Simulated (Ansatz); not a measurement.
# SnTeS monolayer, Janus: from the cell to its phonons, part 3 of 3

How does SnTeS monolayer, Janus vibrate, and is this structure a minimum?

Ansatz 0.2.0; DFT LDA, scalar-relativistic, plane waves, PAW.

So far. Step 4 (Tight relaxation): The largest force component left is 0.28 meV/Å, within the tolerances set. Step 5 (Modes at Γ): Before it was imposed, the acoustic sum rule was missed by 6.3e-5 eV/Å². Small misses are needed for a sound result but don't prove that mesh and cutoff are converged. The lowest optical mode is real, 86.7 cm⁻¹.

## (6) Response at finite wavevector

Stability and thermal properties need the whole zone. Linear response on a 3×3×1 q mesh gives force constants as far as a supercell of that size would.

Contents of input.yaml:

```yaml
crystal:
  lattice:
    - [3.7894017618, 0.0, 0.0]
    - [-1.8947008809, 3.2817181909, 0.0]
    - [0.0, 0.0, 30.0]
  atoms:
    - { symbol: Sn, position: [0.0, 0.0, 0.3375562753] }
    - { symbol: S, position: [0.3333333333, 0.6666666667, 0.3844852149] }
    - { symbol: Te, position: [0.6666666667, 0.3333333333, 0.2746251765] }
  periodic: [true, true, false]
kpoints:
  mp_grid: { grid: [12, 12, 1] }
hamiltonian:
  xc: lda
scf:
  occupations: { method: methfessel_paxton, width: 0.15 }
output:
  eigenvalues: true
phonons:
  method: dfpt
  qmesh: [3, 3, 1]
  temperatures: { t_max: 1000, t_step: 50 }
  qpath:
    path:
      - [0.0, 0.0, 0.0]
      - [0.5, 0.0, 0.0]
      - [0.33333333, 0.33333333, 0.0]
      - [0.0, 0.0, 0.0]
    npoints: 10
```

Started as:

```console
$ ansatz run input.yaml --threads 8 --pin off --max-ram 14336MiB --backend cpu --events-out ev --progress --plain --runs-dir out
```

Numbers of over 12 decimals in the logs are rounded to 6 here.

What it wrote:

```text
[...]
Crystal: 3 atoms, lattice volume = 373.072 Å³
Basis set: ecut = 420 eV, 7301 PW (Γ), exchange–correlation on 54×54×432 points (8 copies of the dense FFT grid, shifted against one another)
Bands: 22, of which v1, the nominal top of the filled ones, is band 18 counted from 1 (17 counted from 0)
Symmetry: 6 space group operations
k-points: 19 of 144 (time reversal used)
[...]
SCF iter   1: F=—  HF=-13576.595720 eV  |F-HF|=—  |Δ(HF+E_count)|=         —  Δρ=4.19e-3  dr2=3.51e-1  ethr=1.77e-3  ⟨swp⟩=15.1  Hψ=3495  notcnv=0
[...]
SCF iter  11: F=-13576.561418 eV  HF=-13576.561418 eV  |F-HF|=1.82e-11  |Δ(HF+E_count)|=  9.50e-10  S|Δr|=    0.00e0  Δρ=2.40e-8  dr2=2.51e-12  ethr=1.00e-12  ⟨swp⟩=13.3  Hψ=2976  notcnv=0
SCF 1 converged in 11 iterations: F = -13576.561418 eV  dr2 = 2.51e-12
[...]
phonons: the bands overlap, so this run is a metal and interpolates without the dipole-dipole term. If the crystal is really an insulator or semiconductor, its LO-TO splitting is missing
NSCF: frozen V_eff on 19 k-points
[...]
DFPT response loops at q = (0, 0, 0) (fractional): preconditioner auto → none (partly filled bands, converged f_vac=0.757); β = 0.50; Broyden in place of MSR1
[...]
SCF converged after 11 iterations
[...]
Free energy (F): -13576.561418 eV
[...]
Internal energy: -13576.558467 eV  (E = F + TS)
E sigma→0 (E₀):  -13576.560680 eV
Entropy (-TS):   -0.002951 eV (-0.984 meV/atom)
Fermi energy:    -5.280249 eV
[...]
--- Band table (eV; the first three rows and the last of 19) ---
  k-point 0: bands = [... 14 lower, -7.2239, -7.2239, -4.9473, -4.9473, -4.7713, -2.2771, -1.5945, -1.5945]
  k-point 1: bands = [... 14 lower, -7.4573, -7.3354, -5.6386, -5.0451, -4.3762, -2.0600 (-2.0600°), -1.6122, -1.4253]
  k-point 2: bands = [... 14 lower, -7.6153, -7.3775, -6.7572, -5.2808, -4.0500, -2.3227, -1.0491, -1.0236]
  k-point 18: bands = [... 14 lower, -9.5878, -9.5274, -7.3046, -6.7897, -4.7258, -1.5560, -0.9757, -0.2277]
  ° read free of the cell's end (the report's vacuum.weakly_bound_levels)
--- Phonons (Γ-DFPT): 6 representative perturbations + reference (Σ response iterations 26) ---
  ASR residual: 1.101e-4 → 0.000e0 eV/Å²; symmetrization residual: 1.855e-5 eV/Å²
  ASR residual per site (eV/Å²): 1.10e-4 2.11e-5 3.82e-5
  Γ frequencies (cm⁻¹): 0.00 0.00 0.00 86.65 86.65 138.78 179.18 179.18 300.24
--- Phonons (arbitrary-q DFPT): 3 irreducible q on the 3×3×1 mesh ---
  q = [0.0000, 0.0000, 0.0000] (star 1, of the zone-centre solve; hermiticity 3.30e-6, symmetrization 2.39e-11): -0.00 0.00 0.00 86.65 86.65 138.78 179.18 179.18 300.24
  q = [0.0000, 0.3333, 0.0000] (star 6, 9 solved perturbations on 78 of 144 k-point pairs; hermiticity 3.14e-6, symmetrization 2.80e-10): 34.76 46.90 89.35 105.30 130.89 138.54 180.22 196.89 268.46
  q = [0.3333, 0.3333, 0.0000] (star 2, 6 solved perturbations in 327 linear systems a pass and spin channel, the states on 78 of 144 k-point pairs; hermiticity 2.90e-6, symmetrization 8.65e-7): 39.62 87.32 98.55 124.36 133.09 142.20 194.93 224.79 254.09
  sum rule: each row above includes the acoustic sum rule's correction from the zone centre's row sums; it moved no ω² by more than (0.50 cm⁻¹)²
  mesh force constants: q→R imaginary residual 0.00e0; ASR residual 1.101e-4 → 0.000e0 eV/Å²; symmetrization residual 1.776e-15 eV/Å²
  interpolated dispersion: 31 rows × 9 modes
  density of states and harmonic sums: on the 21×21×1 q-mesh, interpolated from the force constants of a 3×3×1 supercell (no non-analytic term)
  largest difference from the sums on the solved wave vectors: F 2.29e-2 eV, S 2.99e-5 and C_V 7.03e-6 eV/K
  zero-point energy: 0.074033 eV/cell   skipped modes (ω ≤ 0): 16, of them read as no rigid motion or as one in doubt: 13 (2.449e-1 modes/cell left out, lowest -24.13 cm⁻¹)   left out of the sums: 2.80e-2 of the cell's modes: C_V's classical limit lies that fraction below 3 k_B per atom; for a crystal, a wire or a layer, F and S can be off by more, and a phonons.interpolated_qmesh denser along its periods is the remedy for the sampling
```

Run time: 2.5 min. Hardware: 8 threads of Arm Neoverse V2, shared host; peak memory 2.1 GiB; 19 min of CPU time.

This step gave:

```yaml
sum_rule_residual_before_enforcement: 1.10e-4 eV/Å²
lowest_frequency_on_the_path: -23.89 cm⁻¹
highest_frequency_on_the_path_or_at_a_solved_wavevector: 300.2 cm⁻¹
lowest_mode_on_the_q_mesh_acoustic_modes_at_gamma_apart: 34.76 cm⁻¹
```

Frequencies (cm⁻¹) solved at each irreducible wavevector; negative means imaginary. Frequencies by wavevector, by row:

```
q in reciprocal lattice units  star  mode 1  mode 2  mode 3  mode 4  mode 5  mode 6  mode 7  mode 8  mode 9
                        0 0 0     1       0       0       0    86.7    86.7   138.8   179.2   179.2   300.2
                   0 0.3333 0     6    34.8    46.9    89.3   105.3   130.9   138.5   180.2   196.9   268.5
              0.3333 0.3333 0     2    39.6    87.3    98.5   124.4   133.1   142.2   194.9   224.8   254.1
```

Interpolated from a 3×3×1 q mesh. The phonon branches at the labelled points (cm⁻¹):

```
  point  branch 1  branch 2  branch 3  branch 4  branch 5  branch 6  branch 7  branch 8  branch 9
      Γ         0         0         0        87        87       139       179       179       300
halfway         2        40        76       100       122       134       177       192       277
      M        50        54        97       111       130       149       187       206       261
halfway        45        74        96       121       128       145       192       215       258
      K        40        87        99       124       133       142       195       225       254
halfway        16        56        79       108       125       132       183       193       272
      Γ         0         0         0        87        87       139       179       179       300
```

The phonon branches as a text plot (rows in cm⁻¹):

```
    293 |*******                                           ******
    280 |       ****                                  *****
    266 |           ************               *******
    253 |                       ***************
    239 |
    226 |                            ********
    212 |                   *********        *****
    199 |           ********       ************   ****
    185 |***********  *************            ******************
    172 |   **********                                   ****
    158 |
    145 |***          *************************              ****
    131 |   *************************************************
    118 |       ****           ******   ***    *****  ***
    104 |     **  *************         ***         *******
     91 |*********  ********************************     ********
     77 |         **               ***       *****  **
     64 |       **             ****               **  ***
     50 |     **    ****************                *******
     37 |   **  ****  **            **************       ****
     23 | ******    **                            **       *****
     10 | **                                        **       ***
     -4 |*        **                                            *
    -17 | ********                                    **********
         Γ                   M           K                      Γ
```

Tetrahedra on a 21×21×1 mesh, mean over bins of 5 cm-1. Interpolated from a 3×3×1 q mesh. The phonon density of states by wavenumber; read off at these points:

```
wavenumber (cm⁻¹)  phonon density of states (1/cm⁻¹/cell)
              -22                                  0.0248
              -12                                 0.00602
               -2                                 0.00303
                2                                 0.00341
               12                                 0.00606
               22                                  0.0137
               32                                  0.0238
               38                                  0.0419
               42                                  0.0607
               48                                  0.0513
               58                                  0.0270
               68                                  0.0224
               72                                  0.0226
               82                                  0.0322
               92                                  0.0660
               98                                  0.0734
              102                                  0.0279
              108                                  0.0383
              118                                  0.0344
              128                                   0.121
              138                                  0.0629
              142                                  0.0602
              152                                       0
              162                                       0
              172                                       0
              178                                  0.0601
              188                                  0.0771
              192                                  0.0797
              198                                  0.0285
              208                                  0.0318
              212                                  0.0186
              222                                  0.0114
              232                                       0
              242                                       0
              248                                       0
              258                                  0.0426
              268                                  0.0285
              278                                  0.0146
              282                                  0.0115
              292                                 0.00823
              302                                  9.0e-5
```

The partial phonon density of states has structure finer than the step of the table below, so its rows give means over 20 cm⁻¹, whole bins alone (the curve runs from -34.1 to 319 cm⁻¹). Peaks (cm⁻¹: height): S 134.8: 0.0105, 190.4: 0.0616, 261.5: 0.0419; Sn -23.0: 0.00855, 41.5: 0.0256, 130.4: 0.0518, 188.1: 0.0149, 261.5: 0.00915; Te -23.0: 0.00967, 41.5: 0.0298, 94.8: 0.0577, 130.4: 0.0562.

Phonopy on the run's constants, 17x17x1 mesh, Gaussian sigma 2.5 cm-1. Interpolated from a 3×3×1 q mesh. The partial phonon density of states by wavenumber; means over each step; values in 1/cm⁻¹/cell:

```
wavenumber (cm⁻¹)        S       Sn       Te
              -20  0.00113  0.00436  0.00489
                0   3.2e-4  0.00134  0.00142
               20  0.00119  0.00533  0.00580
               40  0.00258   0.0187   0.0219
               60  0.00144   0.0113   0.0151
               80  0.00134  0.00892   0.0226
              100  0.00363   0.0160   0.0317
              120  0.00507   0.0270   0.0231
              140  0.00872   0.0324   0.0212
              160   2.9e-4   9.4e-4   1.7e-4
              180   0.0371  0.00918   6.1e-4
              200   0.0351  0.00542   8.9e-4
              220   0.0106   6.4e-4   3.8e-4
              240   1.4e-4   2.3e-5   1.1e-6
              260   0.0264  0.00543   6.1e-5
              280   0.0118  0.00225   1.1e-5
              300  0.00320   7.6e-4        0
```

Symmetry leaves 3 wavevectors to solve. The lowest mode among them, the acoustic zeros apart, lies at q = (0, 0.333, 0) and is real, 34.8 cm⁻¹. Between them the interpolated path dips to 24i cm⁻¹.

## (7) Isotope substitution, element S, natural mass 32.06 amu

An isotope changes the mass and not the force constants, so no new electronic calculation is needed; the shifts show which modes move this element.

The same force constants with the mass of S changed from 32.060 to 33.968 u (phonopy, no LO-TO term). Both lists are sorted by frequency; levels can cross, so a row need not hold one and the same mode. Modes under 3 cm⁻¹ are left out. Isotope shifts, by row:

```
              q  rank  natural mass (cm⁻¹)  changed mass (cm⁻¹)
          0 0 0     4                86.65                86.42
          0 0 0     5                86.65                86.42
          0 0 0     6                138.8                138.4
          0 0 0     7                179.2                175.1
          0 0 0     8                179.2                175.1
          0 0 0     9                300.2                293.5
     0 0.3333 0     1                34.76                34.68
     0 0.3333 0     2                 46.9                46.84
     0 0.3333 0     3                89.35                89.22
     0 0.3333 0     4                105.3                104.9
     0 0.3333 0     5                130.9                130.6
     0 0.3333 0     6                138.5                137.9
     0 0.3333 0     7                180.2                  176
     0 0.3333 0     8                196.9                192.4
     0 0.3333 0     9                268.5                262.1
0.3333 0.3333 0     1                39.62                39.57
0.3333 0.3333 0     2                87.32                87.31
0.3333 0.3333 0     3                98.55                98.46
0.3333 0.3333 0     4                124.4                124.2
0.3333 0.3333 0     5                133.1                132.6
0.3333 0.3333 0     6                142.2                141.8
0.3333 0.3333 0     7                194.9                189.8
0.3333 0.3333 0     8                224.8                  219
0.3333 0.3333 0     9                254.1                247.9
```

A mode of this element alone would shift by -2.85 %. The highest zone-centre frequency without the field goes from 300.2 to 293.5 cm⁻¹ (-2.2 %). The product of the frequency ratios over all optical modes at Γ is 0.926; the product rule, (m/m′)^(3k/2) (M′/M)^(3/2) with k = 1 such atoms and M the mass of the cell, gives 0.926.

## (8) Another isotope, element Sn, natural mass 118.71 amu

The same for Sn, from 118.71 to 123.91 u.

A mode of this element alone would shift by -2.12 %. The highest zone-centre frequency without the field goes from 300.2 to 298.9 cm⁻¹ (-0.4 %). The product of the frequency ratios over all optical modes at Γ is 0.964; the product rule, (m/m′)^(3k/2) (M′/M)^(3/2) with k = 1 such atoms and M the mass of the cell, gives 0.964.

## (9) Isotope substitution, element Te, natural mass 127.6 amu

The same for Te, from 127.60 to 129.91 u.

A mode of this element alone would shift by -0.89 %. The highest zone-centre frequency without the field goes from 300.2 to 300.2 cm⁻¹ (+0.0 %). The product of the frequency ratios over all optical modes at Γ is 0.986; the product rule, (m/m′)^(3k/2) (M′/M)^(3/2) with k = 1 such atoms and M the mass of the cell, gives 0.986.

## (10) Results

```yaml
space_group_after_relaxation_within_0p01_a: P3m1
area_per_atom: 4.14 Å²
electronic_character: no gap on this mesh
highest_optical_mode_at_the_zone_centre_no_lo_to_term: 300 cm⁻¹
lowest_optical_zone_centre_mode: 86.7 cm⁻¹
lowest_mode_on_the_q_mesh_acoustic_modes_at_gamma_apart: 34.8 cm⁻¹
highest_frequency_on_the_path_or_at_a_solved_wavevector: 300 cm⁻¹
imaginary_modes_on_the_3x3x1_q_mesh: none
```

In words: No mode is imaginary at the 3 irreducible wavevectors solved, but between them the interpolated path dips to 23.9i cm⁻¹, so stability is not settled. The optical modes at Γ span 87 to 300 cm⁻¹. The highest mode in this list at Γ, 300.2 cm⁻¹, is mostly motion of S (79 % of the kinetic energy). The interpolated path dips to 24i cm⁻¹ between the solved wavevectors, which may come from the interpolation; a denser q mesh would tell. With no gap, or one that is small against the smearing, the frequencies hang on the k mesh and the smearing, most of all near Kohn anomalies. In a sheet or slab the interpolated bending branch near Γ is rough, since the rotational sum rule isn't imposed. Spin-orbit coupling is left out, which can matter for the heavy elements here. The starting cell was built on a prototype and not taken from a measurement. These are harmonic frequencies at zero temperature: anharmonic shifts, linewidths and thermal expansion are left out.

[Logs are printed without paths, hosts, clocks, repeated set-up lines and the standing remarks that a program may print on its own settings, such as how far it seeks lower states.]

[Hosts, paths, dates, database ids (printed as entryN), source tags and the programs' standing remarks are cut or masked in the printed files.]
